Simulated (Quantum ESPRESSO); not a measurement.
# How the functional moves the magnetism of FePt (Tetraferroplatinum), part 3 of 3

Aim: see how far moments and order energies of FePt (Tetraferroplatinum) move with the functional, and what each rung costs.

Quantum ESPRESSO 7.5; LDA; plane waves with GBRV 1.5 LDA potentials, no spin-orbit coupling (settings of the first rung).

So far, largest spin moment in the atom's sphere (μB): step 2 (rung 1, start ferro +, LDA GBRV, Quantum ESPRESSO) 2.92; step 10 (rung 5, start ferro +, revPBE GBRV PBE, Quantum ESPRESSO) 3.02; step 11 (rung 5, start antiferro q=(0,1/2,0) +-, revPBE GBRV PBE, Quantum ESPRESSO) 2.98; step 12 (rung 6, start ferro +, RPBE GBRV PBE, Quantum ESPRESSO) 3.02; step 13 (rung 6, start antiferro q=(0,1/2,0) +-, RPBE GBRV PBE, Quantum ESPRESSO) 2.99.

## Step 14: An input with a fault

Level of this step: PBEsol; plane waves with GBRV 1.5 PBEsol potentials, no spin-orbit coupling (Quantum ESPRESSO).

One input was spoiled on purpose, to see how the program answers.

pw.in

```
&CONTROL
  calculation = 'scf'
  prefix = 'pwscf'
  outdir = './tmp'
  pseudo_dir = './pseudo'
  disk_io = 'nowf'
/
&SYSTEM
  ibrav = 0
  nat = 2
  ntyp = 2
  ecutwfc = 40
  ecutrho = 280
  nbnd = 24
  occupations = 'smearing'
  smearing = 'fd'
  degauss = 0.07349864
  nspin = 2
  starting_magnetization(1) = 0.175
  starting_magnetization(2) = 0
/
&ELECTRONS
  conv_thr = 4d-09
  electron_maxstep = 50
  mixing_beta = 0.3
/
ATOMIC_SPECIES
Fe     55.8450 fe_pbesol_v1.5.uspp.F.UPF
Pt    195.0840 pt_pbesol_v1.4.uspp.F.UPF
CELL_PARAMETERS angstrom
   2.7235000000    0.0000000000    0.0000000000
   0.0000000000    2.7235000000    0.0000000000
   0.0000000000    0.0000000000    3.7200000000
ATOMIC_POSITIONS crystal
Fe      0.0000000000    0.0000000000    0.0000000000
Pt      0.5000000000    0.5000000000    0.5000000000
K_POINTS automatic
10 10 10 0 0 0
```

Launch:

```sh
$ OMP_NUM_THREADS=1 mpirun -n 4 pw.x -nk 4 -in pw.in > pw.out
```

Output:

```text
[banner, memory and clock lines left out]
Program PWSCF v.7.5 starts

     Message from routine setup:
     using ibrav=0 with symmetry is DISCOURAGED, use correct ibrav instead

     bravais-lattice index     =            0
     lattice parameter (alat)  =       5.1467  a.u.
     unit-cell volume          =     186.2063 (a.u.)^3
     number of atoms/cell      =            2
     number of atomic types    =            2
     number of electrons       =        32.00
     number of Kohn-Sham states=           24
     kinetic-energy cutoff     =      40.0000  Ry
     charge density cutoff     =     280.0000  Ry
     scf convergence threshold =      4.0E-09
     mixing beta               =       0.3000
     number of iterations used =            8  plain     mixing
     Exchange-correlation= SLA  PW   PSX  PSC
                           (   1   4  10   8   0   0   0)

     [... lines left out ...]
     PseudoPot. # 1 for Fe read from file:
     fe_pbesol_v1.5.uspp.F.UPF
     Pseudo is Ultrasoft + core correction, Zval = 16.0

     PseudoPot. # 2 for Pt read from file:
     pt_pbesol_v1.4.uspp.F.UPF
     Pseudo is Ultrasoft + core correction, Zval = 16.0

     atomic species   valence    mass     pseudopotential
     Fe               16.00    55.84500     Fe( 1.00)
     Pt               16.00   195.08400     Pt( 1.00)

     Starting magnetic structure
     atomic species   magnetization
     Fe              0.175
     Pt              0.000

     16 Sym. Ops., with inversion, found

   Cartesian axes

     site n.     atom                  positions (alat units)
         1        Fe     tau(   1) = (   0.0000000   0.0000000   0.0000000  )
         2        Pt     tau(   2) = (   0.5000000   0.5000000   0.6829447  )

     number of k points=   126  Fermi-Dirac smearing, width (Ry)=  0.0735

     Number of k-points >= 100: set verbosity='high' to print them.

     Dense  grid:    14725 G-vectors     FFT dimensions: (  27,  27,  40)

     Smooth grid:     6385 G-vectors     FFT dimensions: (  24,  24,  30)

     Check: negative core charge=   -0.000027
     Generating pointlists ...
     new r_m :   0.4055 (alat units)  2.0870 (a.u.) for type    1
     new r_m :   0.4055 (alat units)  2.0870 (a.u.) for type    2

     Initial potential from superposition of free atoms

     starting charge      30.5000, renormalised to      32.0000

     negative rho (up, down):  9.791E-02 9.798E-02
     Starting wfcs are   25 randomized atomic wfcs

     Self-consistent Calculation

     iteration #  1     ecut=    40.00 Ry     beta= 0.30
     Davidson diagonalization with overlap
     ethr =  1.00E-02,  avg # of iterations =  4.2

     negative rho (up, down):  9.097E-02 9.093E-02

     total energy              =    -458.93973894 Ry
     estimated scf accuracy    <       7.28433454 Ry

     total magnetization       =     0.94 Bohr mag/cell
     absolute magnetization    =     1.01 Bohr mag/cell

     [... further iterations left out ...]

     iteration # 16     ecut=    40.00 Ry     beta= 0.30
     Davidson diagonalization with overlap
     ethr =  2.95E-10,  avg # of iterations =  2.0

     negative rho (up, down):  8.866E-02 8.866E-02

     Magnetic moment per site  (integrated on atomic sphere of radius R)
     atom   1 (R=0.406)  charge= 14.7823  magn= -0.0010
     atom   2 (R=0.406)  charge= 13.7450  magn= -0.0000

     End of self-consistent calculation

     Number of k-points >= 100: set verbosity='high' to print the bands.

     the Fermi energy is    20.0895 ev

!    total energy              =    -461.06746581 Ry
     estimated scf accuracy    <          2.3E-09 Ry
     smearing contrib. (-TS)   =      -0.55227089 Ry
     internal energy E=F+TS    =    -460.51519492 Ry

     The total energy is F=E-TS. E is the sum of the following terms:
     one-electron contribution =    -144.16524924 Ry
     hartree contribution      =      95.35993662 Ry
     xc contribution           =     -85.43647108 Ry
     ewald contribution        =    -326.27341122 Ry

     total magnetization       =    -0.00 Bohr mag/cell
     absolute magnetization    =     0.00 Bohr mag/cell

     convergence has been achieved in  16 iterations
```

Run time: 38 s. Hardware: 4 MPI ranks of AMD EPYC 7R43, shared host; peak memory 0.36 GiB; 2.5 min of CPU time.

The run converged, but its input is faulty, so its numbers are not to be trusted.

The fault in the input: a smearing of electronvolts.

## Step 15: Side by side

Ladder, by row:

```
rung  functional       potentials  state from the first start  state from the second start  second less first (meV a seeded atom)  moment, first (μB)  moment, second (μB)  CPU time (s)
   1         LDA     GBRV 1.5 LDA               ferromagnetic            antiferromagnetic                                   1.81               2.915                2.834         564.6
   2      PBEsol  GBRV 1.5 PBEsol               ferromagnetic            antiferromagnetic                                  14.46               3.001                2.951           513
   3         PBE     GBRV 1.5 PBE               ferromagnetic            antiferromagnetic                                  19.84               3.008                2.963         582.6
   4          WC     GBRV 1.5 PBE               ferromagnetic            antiferromagnetic                                  12.39               3.001                2.953           540
   5      revPBE     GBRV 1.5 PBE               ferromagnetic            antiferromagnetic                                  22.91               3.021                 2.98         639.5
   6        RPBE     GBRV 1.5 PBE               ferromagnetic            antiferromagnetic                                  24.12               3.025                2.985         566.6
```

## Step 16: What came out

| Quantity | Value |
| --- | --- |
| range of the largest moment, first start | 2.92 to 3.02 μB; second start 2.83 to 2.99 μB |
| range of CPU time | 8.5 min to 11 min |
| range of the energy difference | 1.81 to 24.1 meV a seeded atom |

What this shows: For the first start the functionals give moments from 2.92 to 3.02 μB; all use the same cell, so differences in their own lattice constants don't enter. Rungs 4, 5 and 6 use pseudopotentials made with another functional. Energies are free energies at an electronic temperature of 1160 K, which lowers moments and differences where the moments are itinerant.

[Long decimals in the printed logs are rounded to 6 places.]

[Logs and program files are shortened in this print: banners, set-up blocks, solver, clock and traceback lines can be left out without a mark of their own.]

[Logs are printed without paths, hosts, clocks, repeated set-up lines and the standing remarks that a program may print on its own settings, such as how far it seeks lower states.]

[Hosts, paths, dates, database ids (printed as entryN), source tags and the programs' standing remarks are cut or masked in the printed files.]

[Where the starting crystal was built by hand or by swapping elements, it need not be the compound's stable phase.]

[Where a cell is said to come from a database of computed structures, the database is the Materials Project.]

[Lattice constants that a cell's source calls measured were typed from memory.]
